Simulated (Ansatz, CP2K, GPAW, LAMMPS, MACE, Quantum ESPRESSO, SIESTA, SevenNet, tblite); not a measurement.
# Codes compared on amorphous 43Bi2O3-57BaO (mol %) (99 atoms)

Wanted: errors and costs of other methods on amorphous 43Bi2O3-57BaO (mol %) (99 atoms). A plane-wave run serves as the reference.

Calculated with Quantum ESPRESSO 7.5; Kohn-Sham DFT, PBE, SSSP efficiency 1.3.0 pseudopotentials, plane waves.

## 1. Starting point

The cell holds 99 atoms: 26 Bi, 17 Ba and 56 O. Cell: a = 11.487 Å, b = 11.487 Å, c = 11.487 Å, α = 90.0°, β = 90.0°, γ = 90.0°. 99 atoms (26 Gd, 17 Ba, 56 O) placed at random at 8.51 g/cm³, melted at 5000 K for 10 ps at fixed volume with the Morse and Coulomb pair potential with partial charges (Pedone, Malavasi, Menziani, Cormack and Segre, J. Phys. Chem. B 110, 11780 (2006)). Quenched from 5000 K to 300 K at 50 K/ps and fixed volume, held 5 ps, then minimised at fixed cell. Then Gd was replaced by Bi and the cell scaled by 1.02 (the potential has no terms for the new elements, so the cell is a start for a DFT relaxation).

## 2. Plane-wave reference

Contents of pw.in:

```
&control
  calculation = 'scf'
  pseudo_dir = './pseudo'
  outdir = './tmp'
  disk_io = 'none'
  tprnfor = .true.
  tstress = .true.
/
&system
  ibrav = 0
  nat = 99
  ntyp = 3
  ecutwfc = 60
  ecutrho = 480
  nosym = .true.
  occupations = 'smearing'
  smearing = 'fd'
  degauss = 0.003675
/
&electrons
  conv_thr = 5.0e-07
  electron_maxstep = 100
  mixing_beta = 0.4
  mixing_mode = 'plain'
  diagonalization = 'david'
/
ATOMIC_SPECIES
Bi 208.980 Bi.upf
Ba 137.327 Ba.upf
O 15.999 O.upf
CELL_PARAMETERS angstrom
11.48663 0.00000 0.00000
0.00000 11.48663 0.00000
0.00000 0.00000 11.48663
ATOMIC_POSITIONS crystal
Bi 0.01221 0.60466 0.53490
Bi 0.77930 0.52771 0.85050
Bi 0.06710 0.86998 0.40233
Bi 0.51627 0.30639 0.76565
Bi 0.32039 0.29872 0.25066
Bi 0.30872 0.73930 0.54519
Bi 0.25809 0.20618 0.86356
Bi 0.72440 0.28596 0.22910
Bi 0.87425 0.74381 0.72940
Bi 0.47443 0.99914 0.72000
Bi 0.74747 0.99480 0.18584
Bi 0.88699 0.22041 0.97787
[... 83 atom lines left out ...]
O 0.50916 0.32439 0.20707
O 0.14061 0.29547 0.54925
O 0.61947 0.12039 0.30193
O 0.20454 0.40105 0.81345
K_POINTS gamma
```

The run is started by

```bash
$ OMP_NUM_THREADS=1 mpirun -np 4 pw.x -in pw.in > output.txt
```

The log of the run:

```text
Program PWSCF
     gamma-point specific algorithms are used
     one sub-group per band group will be used
     scalapack distributed-memory algorithm (size of sub-group:  2*  2 procs)
     Parallelization info
     sticks:   dense  smooth     PW     G-vecs:    dense   smooth      PW
     Min        4497    2250    559               453806   160546   20095
     Max        4500    2251    562               453812   160549   20102
     Sum       17993    9001   2241              1815231   642187   80389
     bravais-lattice index     =            0
     lattice parameter (alat)  =      21.7066  a.u.
     unit-cell volume          =   10227.6180 (a.u.)^3
     number of atoms/cell      =           99
     number of atomic types    =            3
     number of electrons       =       896.00
[... lines left out ...]
     scf convergence threshold =      5.0E-07
[... lines left out ...]
     number of k points=     1  Fermi-Dirac smearing, width (Ry)=  0.0037
[... lines left out ...]
     total energy              =  -14559.16836128 Ry
[... lines left out ...]
     total energy              =  -14563.65484417 Ry
[... lines left out ...]
     total energy              =  -14565.58051384 Ry
[... lines left out ...]
     total energy              =  -14566.98856357 Ry
[... lines left out ...]
     total energy              =  -14566.98856374 Ry
[... lines left out ...]
   -13.7017 -10.6909 -10.6618 -10.6152 -10.6031 -10.5188 -10.4902 -10.4770
[...]
17.9773  18.0061  18.0188  18.0725  18.0895  18.0931  18.1380  18.1463
    18.2282  18.2555  18.3154  18.3597  18.3909  18.4148  18.4238  18.5009
    18.5233  18.5816
     the Fermi energy is    13.4411 ev
!    total energy              =  -14566.98856379 Ry
     estimated scf accuracy    <       0.00000026 Ry
     smearing contrib. (-TS)   =      -0.00000102 Ry
     internal energy E=F+TS    =  -14566.98856277 Ry
     The total energy is F=E-TS. E is the sum of the following terms:
     one-electron contribution =   -1548.07690332 Ry
     hartree contribution      =    1480.80504492 Ry
     xc contribution           =   -2452.44239996 Ry
     ewald contribution        =   -5139.56566642 Ry
     one-center paw contrib.   =   -6907.70863799 Ry
     convergence has been achieved in  20 iterations
     negative rho (up, down):  1.066E+00 0.000E+00
     Forces acting on atoms (cartesian axes, Ry/au):
     atom    1 type  1   force =    -0.00685727    0.02614462    0.00978786
     atom    2 type  1   force =     0.00500041   -0.02968300    0.01293264
     atom    3 type  1   force =    -0.02202216   -0.00893392   -0.00090561
[...]
atom   98 type  3   force =     0.01039427   -0.03338649   -0.04772638
     atom   99 type  3   force =    -0.02331398    0.01203694    0.01996683
     Total force =     0.465998     Total SCF correction =     0.000409
     Computing stress (Cartesian axis) and pressure
     negative rho (up, down):  1.066E+00 0.000E+00
          total   stress  (Ry/bohr**3)                   (kbar)     P=      212.30
   0.00159723  -0.00001863  -0.00006406          234.96       -2.74       -9.42
  -0.00001863   0.00120569   0.00001576           -2.74      177.36        2.32
  -0.00006406   0.00001576   0.00152656           -9.42        2.32      224.56
     Message from routine punch:
     Nothing written, as per user request (disk_io='none')
```

Run time: 9.3 min. Hardware: 4 MPI ranks of Arm Neoverse V2, shared host; peak memory 5.4 GiB; 37 min of CPU time.

Banners, paths, timers and routine set-up lines are dropped from the logs unmarked, and long logs keep their key lines alone; longer cuts are marked.

Numbers from this run:

| Property | Result |
| --- | --- |
| r.m.s. force component | 0.6952 eV/Å |
| longest force | 2.42 eV/Å |
| pressure | 21.23 GPa |
| gap (highest filled to lowest empty level) | 1.235 eV |

## 3. Local order

Pair distribution functions g(r), in bins of 0.2 Å:

```
r (Å)  total   O-O  O-Bi  O-Ba  Bi-Bi  Bi-Ba  Ba-Ba
 2.10   0.50  0.00  1.68  0.00   0.00   0.00   0.00
 2.30   2.40  0.00  8.07  0.00   0.00   0.00   0.00
 2.50   0.89  0.06  1.98  1.46   0.00   0.00   0.00
 2.70   1.36  0.46  0.33  5.73   0.00   0.00   0.00
 2.90   1.36  2.12  0.25  2.81   0.21   0.15   1.01
 3.10   1.35  2.76  0.18  0.67   1.51   1.57   1.34
 3.30   1.13  1.95  0.27  0.35   2.09   1.86   1.54
 3.50   0.99  1.42  0.24  0.36   2.15   2.21   1.70
 3.70   0.88  1.01  0.33  0.32   1.44   2.80   1.53
 3.90   0.68  0.54  0.60  0.55   1.43   1.27   0.54
 4.10   0.67  0.41  0.69  0.41   1.19   1.55   1.00
 4.30   0.78  0.71  0.83  0.65   0.97   1.03   0.91
 4.50   1.02  1.13  1.21  0.45   1.50   0.81   1.23
 4.70   1.00  0.79  1.39  1.06   0.74   0.86   0.19
 4.90   1.07  0.83  1.41  1.23   0.37   1.02   0.70
 5.10   1.29  1.04  1.70  1.58   0.48   0.89   1.12
 5.30   1.17  1.10  1.25  1.61   0.44   0.63   1.31
 5.50   1.08  0.90  1.22  1.63   0.41   0.36   1.53
```

Bonds by pair of elements; cutoffs follow the first minimum of g(r), held within bounds set by covalent radii, and pairs that aren't listed don't count as bonded (cutoffs were set anew for this text, so counts can differ from the run's own analysis):

```
pair A-B  cutoff (Å)  bonds  mean length (Å)  spread (Å)  shortest (Å)  B about A  A about B
    O-Bi        2.73    154             2.32       0.106          2.13       2.75       5.92
    O-Ba        3.29    131             2.78       0.163          2.50       2.34       7.71
```

How many atoms have how many bonded neighbours:

| element | mean | 4 | 5 | 6 | 7 | 8 | 9 |
| --- | --- | --- | --- | --- | --- | --- | --- |
| Ba | 7.71 | 0 | 0 | 2 | 4 | 8 | 3 |
| Bi | 5.92 | 0 | 3 | 22 | 1 | 0 | 0 |
| O | 5.09 | 13 | 25 | 18 | 0 | 0 | 0 |

## 4. What was run beside it

The programs:
- CP2K 2026.2: Gaussian basis with GTH pseudopotentials and a plane-wave density; labels give functional, basis (MOLOPT sets; SR short-range, UZH the newer set with its own potentials), grid cutoff/relative cutoff and solver (OT: orbital transformation; TRS4, TC2, SIGN: linear-scaling purification with its sparsity filter), or its built-in tight binding.
- GPAW 26.7.0: PAW with atomic orbitals (LCAO), plane waves or a real-space grid of spacing h.
- MACE: machine-learned potential, published weights.
- SIESTA 5.4.2: numerical atomic orbitals, whose automatically made sets are far from complete, with PseudoDojo norm-conserving potentials that we converted to its format (checked against plane waves on the same files for H, C, O, Si, Ge and Ca alone); labels give functional, basis size, energy shift and mesh cutoff.
- SevenNet: machine-learned potential, published weights.

All use the same cell and atoms; the electronic-structure runs use the same k-mesh, and an electronic temperature of 580 K (0.05 eV) where levels are smeared.

Differences are against the plane-wave reference, forces as r.m.s. over components; share is that over the reference's r.m.s. force, slope the least-squares factor from reference forces to these. Total energies of different programs have different zeros and aren't compared.

| run | Δ force, r.m.s. (meV/Å) | share (%) | slope | Δ pressure (GPa) | Δ gap (eV) | cores | CPU time | memory (GiB) |
| --- | --- | --- | --- | --- | --- | --- | --- | --- |
| reference | - | - | - | - | - | 4 | 37 min | 5.4 |
| CP2K PBE, DZVP-UZH, 600/50 Ry, diagonalisation | 91.9 | 13.2 | 1.077 | 4.63 | -0.0802 | 4 | 9.8 min | 8.1 |
| CP2K PBE, SZV-MOLOPT-SR, 600/50 Ry, diagonalisation (coarse) | 698 | 100 | 1.634 | 24.5 | -0.559 | 2 | 5 min | 4.0 |
| GPAW PBE, LCAO dzp, h 0.15 Å | 111 | 15.9 | 1.110 | - | -0.0389 | 2 | 18 min | 4.9 |
| GPAW PBE, LCAO dzp, h 0.18 Å | 112 | 16.1 | 1.107 | - | -0.0403 | 2 | 12 min | 3.4 |
| GPAW PBE, LCAO sz(dzp), h 0.18 Å (coarse) | 252 | 36.3 | 1.236 | - | -0.217 | 1 | 3.6 min | 2.2 |
| GPAW PBE, LCAO szp(dzp), h 0.18 Å (coarse) | 180 | 25.9 | 1.168 | - | -0.132 | 1 | 7.4 min | 2.6 |
| MACE MP-0b2 small potential | 191 | 27.4 | 0.878 | 0.498 | - | 1 | 5.5 s | 0.64 |
| MACE MP-0b3 medium potential | 168 | 24.2 | 0.889 | -0.674 | - | 1 | 7.2 s | 1.0 |
| SIESTA PBE, DZP, shift 0.01 Ry, mesh 500 Ry | 341 | 49.0 | 1.304 | 2.57 | 0.117 | 4 | 8.3 min | 3.2 |
| SIESTA PBE, SZ, shift 0.01 Ry, mesh 500 Ry (coarse) | 639 | 92.0 | 1.600 | 11.3 | -0.472 | 1 | 2.5 min | 1.2 |
| SIESTA PBE, SZ, shift 0.02 Ry, mesh 500 Ry (coarse) | 606 | 87.2 | 1.490 | 1.10 | -0.553 | 1 | 2 min | 1.1 |
| SevenNet 0 potential | 188 | 27.1 | 0.914 | -1.57 | - | 1 | 6.8 s | 0.9 |

Rows marked coarse were listed beforehand as settings not expected to be converged; some can still land near the reference.

Times of the machine-learned potentials are mostly Python's start and the loading of weights.

CPU time is summed over cores on a shared host, where runs went side by side, so it is rough. Symmetry, cutoffs, thresholds, outputs and thread counts weren't matched or tuned between programs; memory under MPI is the largest rank's times the ranks.

Left out of this page: tblite GFN1-xTB (killed or ended with an error).

Runs without a result: CP2K GFN1-xTB, diagonalisation (not converged, the SCF not settling); tblite GFN2-xTB (not converged); SIESTA PBE, SZ, shift 0.02 Ry, mesh 500 Ry, order-N, radius 5.5 Å, eta -0.44 eV (stopped at the start: stopping program Stopping Program from Node:    1); CP2K PBE, SZV-MOLOPT-SR, 600/50 Ry, TRS4 filter 1e-06, SCF 1e-06 (not converged, the SCF not settling); CP2K PBE, SZV-MOLOPT-SR, 600/50 Ry, TRS4 filter 1e-04, SCF 1e-05 (not converged); CP2K PBE, SZV-MOLOPT-SR, 600/50 Ry, TRS4 filter 1e-05, SCF 1e-06 (not converged, the SCF not settling).

Within one program, basis, potentials and functional, energies share a zero. Each run against its twin at the usual cutoff or grid and solver:

```
                         run                twin  Δ energy (meV/atom)  Δ force, r.m.s. (meV/Å)  CPU time over the twin's
GPAW PBE, LCAO dzp, h 0.15 Å  LCAO dzp, h 0.18 Å                -46.6                     18.7                       1.5
```

## 5. Results

```
reference r.m.s. force component                       : 0.695 eV/Å
nearest in forces                                      : CP2K PBE, DZVP-UZH, 600/50 Ry, diagonalisation, 13 %
farthest in forces                                     : CP2K PBE, SZV-MOLOPT-SR, 600/50 Ry, diagonalisation (coarse), 100 %
cheapest electronic-structure run beside the reference : SIESTA PBE, SZ, shift 0.02 Ry, mesh 500 Ry, 2 min of CPU time
```

**Reading.** The PBE runs in local orbitals, coarse settings apart, differ by 13 % (CP2K PBE, DZVP-UZH, 600/50 Ry, diagonalisation) to 49 % (SIESTA PBE, DZP, shift 0.01 Ry, mesh 500 Ry); basis, grid and potentials can all enter. Machine-learned potentials differ by 24 % (MACE MP-0b3 medium potential) to 27 % (MACE MP-0b2 small potential); they were trained on other programs' data. Runs with settings chosen to be coarse differ by 26 % (GPAW PBE, LCAO szp(dzp), h 0.18 Å) to 100 % (CP2K PBE, SZV-MOLOPT-SR, 600/50 Ry, diagonalisation), their programs' other errors included. Of the electronic-structure runs that take under half the reference's CPU time, CP2K PBE, DZVP-UZH, 600/50 Ry, diagonalisation comes nearest, at 13 % in 9.8 min against 37 min; its pressure misses by +4.6 GPa. GPAW PBE, LCAO sz(dzp), h 0.18 Å stiffens the forces by a factor of 1.24 while following their directions (correlation 0.976); the slopes of the 4 GPAW runs lie between 1.11 and 1.24. At the same functional, gaps differ from the reference's 1.24 eV by between -0.56 and +0.12 eV. In pressure, CP2K PBE, SZV-MOLOPT-SR, 600/50 Ry, diagonalisation misses by +24.5 GPa, at the same functional. In the reference: filled and empty levels are parted by 1.24 eV (on the run's k-points); a semilocal functional narrows such gaps, while the missing spin–orbit coupling widens them for these heavy elements, so the errors pull opposite ways. In a disordered cell it changes from sample to sample, and tail or defect levels can set it. In the reference: for some of the pairs, g(r) has its first main peak near 3.1 Å (O-O), 2.3 Å (O-Bi), 2.7 Å (O-Ba), 3.5 Å (Bi-Bi) and 3.6 Å (Bi-Ba). The potentials hold different valence shells: 896 electrons in the reference, 636 in CP2K with SZV-MOLOPT-SR; this bears on time and differences. The reference's pressure holds the uncorrected Pulay stress of its 60 Ry basis, so small pressure differences, and their order, may be the reference's own error. Machine-learned potentials mimic data converged in k, so the reference's own k-point error enters their differences. The quench rate of 50 K/ps is many orders above laboratory rates, so the cell is likely richer in defects and strain than a real sample. The network of bonds at the start is that of the classical potential that made the cell, and needn't be the one that DFT or experiment would give. The reference's stress is far from hydrostatic: its diagonal is 23.5, 17.7, 22.5 GPa, compression counted positive. The reference's pressure of 21 GPa belongs to a cell and atoms that aren't relaxed at this level. The electronic-structure runs sample only Γ, in a cell whose shortest periodic width is 11 Å. Spin–orbit coupling is left out, which matters for the levels of the heavy elements.

[Also dropped from logs without a mark: logging warnings of Python, and SIESTA's first energy breakdown and zero terms.]

[Logs are printed without paths, hosts, clocks, repeated set-up lines and the standing remarks that a program may print on its own settings, such as how far it seeks lower states.]

[Hosts, paths, dates, database ids (printed as entryN), source tags and the programs' standing remarks are cut or masked in the printed files.]
